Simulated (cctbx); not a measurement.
# Which space group?

Cell: a = 8.3300 Å, b = 8.3300 Å, c = 7.9670 Å, α = 90.00°, β = 90.00°, γ = 90.00°. Expected content of the cell: La8 Sn4 Ag8.

Simulated single-crystal data (cctbx): synchrotron X-rays, λ = 0.6889 Å, to d = 0.75 Å, 70 % of the full sphere, strongest reflection 20000 counts, noise from counting, a 3 % proportional error and a noise floor of 4 counts (s.d.); no absorption.

Tests on the unmerged data give:

```text
3849 reflections to d = 0.751 A
centring   violations  <I/sigma> of those
    A       1157 of  1898      9.9
    B       1152 of  1917      9.8
    C       1133 of  1931      9.5
    I       1207 of  1914      9.5
    R       1605 of  2582      9.9
    F       1721 of  2873      9.7
Laue class    unique    Rint  (classes that these axes allow; Friedel mates merged)
P -1             2499   0.028
P 1 2/m 1        1438   0.032
P 1 1 2/m        1442   0.031
P 2/m 1 1        1446   0.032
P m m m           830   0.035
P 4/m             740   0.035
P 4/m m m         453   0.037
space group    extra absences  I>4sigma  <I/sigma>
P 4 2 2                 0          0         -  acentric
P 4 21 2               20          0       0.0  acentric
P 42 2 2                6          0      -0.5  acentric
P 42 21 2              26          0      -0.1  acentric
P 4 m m                 0          0         -  acentric
P 42 n m              271          0      -0.1  acentric
P -4 2 m                0          0         -  acentric
P -4 21 m              20          0       0.0  acentric
P -4 m 2                0          0         -  acentric
P -4 n 2              271          0      -0.1  acentric
P 4/m m m               0          0         -  centric
P 42/m n m            271          0      -0.1  centric
Wilson B = 1.18 A^2   <|E^2-1|> = 0.974 (0.968 centric, 0.736 acentric)   E^2>4: 3.8 %
shell (A)         n   <I/sigma>
 8.33 - 1.50     74     26.1
 1.50 - 1.19     54     31.5
 1.19 - 1.04     57     29.2
 1.04 - 0.95     56     27.5
 0.95 - 0.88     56     31.9
 0.88 - 0.83     51     20.5
 0.83 - 0.78     52     26.5
 0.78 - 0.75     53     20.8
```

Q: Read the symmetry from these tables.

Every centring test has many violations, so the lattice is primitive.

Rint stays low (0.028 to 0.037) up to P 4/m m m, the highest class in these axes.

12 settings pass the absence test. The most absences obeyed, 271, belong to P 42 n m, P -4 n 2 and P 42/m n m, which absences can't tell apart.

⟨|E²−1|⟩ = 0.974 leans to a centrosymmetric structure. The Wilson B of 1.18 Å² means U ≈ 0.0149 Å².

The true group is P4_2/mnm (no. 136), Laue class 4/mmm, centrosymmetric. The tables only narrow the choice to the tied entries; cell content, site symmetry and trial solutions must settle it.

The model was made for the exercise: a known structure type with other elements put in, its volume estimated, not relaxed; displacement parameters are assumed.

[Logs are printed without paths, hosts, clocks, repeated set-up lines and the standing remarks that a program may print on its own settings, such as how far it seeks lower states.]
